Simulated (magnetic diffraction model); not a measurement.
**CsNa2CrCl6 below its ordering temperature**

Space group Fm-3m (no. 225), a = 10.4720 Å.

| site | atom | x | y | z |
| --- | --- | --- | --- | --- |
| 4b | Cs | 1/2 | 0 | 0 |
| 4a | Cr | 0 | 0 | 0 |
| 24e | Cl | 0.2544 | 0 | 0 |
| 8c | Na | 1/4 | 1/4 | 3/4 |

The compound is invented for this exercise: a known structure type with other elements, its cell scaled to their sizes and not relaxed.

Only Cr is taken to order (form factors of Cr3+); orders and moment sizes are assumed, and not adapted to the symmetry. Radiation: neutrons of λ = 4.2 Å, 8° to 90°; isotropic B of 0.51 Å² (Cs), 0.56 Å² (Cr), 0.81 Å² (Cl) and 0.78 Å² (Na). The intensities are simulated: I ∝ L Σ (|F_N|² + |F_M⊥|²) for unpolarised neutrons, with F_M = 2.695 fm/μB × Σ f(s) S exp(2πi Q·r) exp(−B s²) at Q = H ± k (one set where k and −k are equivalent), only the part normal to Q counting and L = 1/(sin²θ cos θ). For collinear order S is the moment m, which repeats by lattice and centring translations R with the sign exp(−2πi k·R). Form factors are spin-only for 3d ions and dipole or tabulated for f ions, scattering lengths are Sears's of 1992, and absorption is left out. A label names one of the reflections at its angle. The strongest nuclear line in the range is 100, and lines under 0.2 are left out.

Above the ordering temperature:

```csv
2θ (°),index,I
40.65,(1 1 1),1.2
47.29,(2 0 0),26.0
69.11,(2 2 0),0.5
88.00,(2 2 2),100.0
```

Below it (cell unchanged):

```csv
2θ (°),I
23.14,2.8
32.95,1.4
40.65,1.2
47.29,26.0
53.28,1.2
58.84,1.4
69.11,0.5
73.97,0.8
78.71,0.5
88.00,100.0
```

**Question.** Check that the new lines index with k = (0 0 1), then choose among these models:
A. collinear moments along [101], 2.32 μB on Cr
B. collinear moments along [100], 2.32 μB on Cr
C. collinear moments along [001], 2.32 μB on Cr

The new lines index as (0 0 1) at 23.14°, (1 1 0) at 32.95°, (2 0 1) at 53.28° and (1 1 2) at 58.84°, that is as H ± k with k = (0 0 1), one of 3 inequivalent arms of its star (k and −k counted as one), which a powder can't tell apart. The indices are whole but break the lattice centring, so the moments reverse under a centring translation, those with k·t a half-integer.

Magnetic intensity, observed (below minus above) and for each model:

| 2θ (°) | index | observed | A | B | C |
| --- | --- | --- | --- | --- | --- |
| 23.14 | (0 0 1) | 2.8 | 1.4 | 2.8 | <0.2 |
| 32.95 | (1 1 0) | 1.4 | 2.0 | 1.4 | 2.7 |
| 53.28 | (2 0 1) | 1.2 | 1.4 | 1.2 | 1.6 |
| 58.84 | (1 1 2) | 1.4 | 0.9 | 1.4 | 0.5 |
| 73.97 | (2 2 1) | 0.8 | 0.9 | 0.8 | 0.9 |
| 78.71 | (3 1 0) | 0.5 | 0.7 | 0.5 | 0.9 |

Model B matches.

The structure used: k = (0 0 1), collinear moments along [100], 2.32 μB on Cr.

[Logs are printed without paths, hosts, clocks, repeated set-up lines and the standing remarks that a program may print on its own settings, such as how far it seeks lower states.]
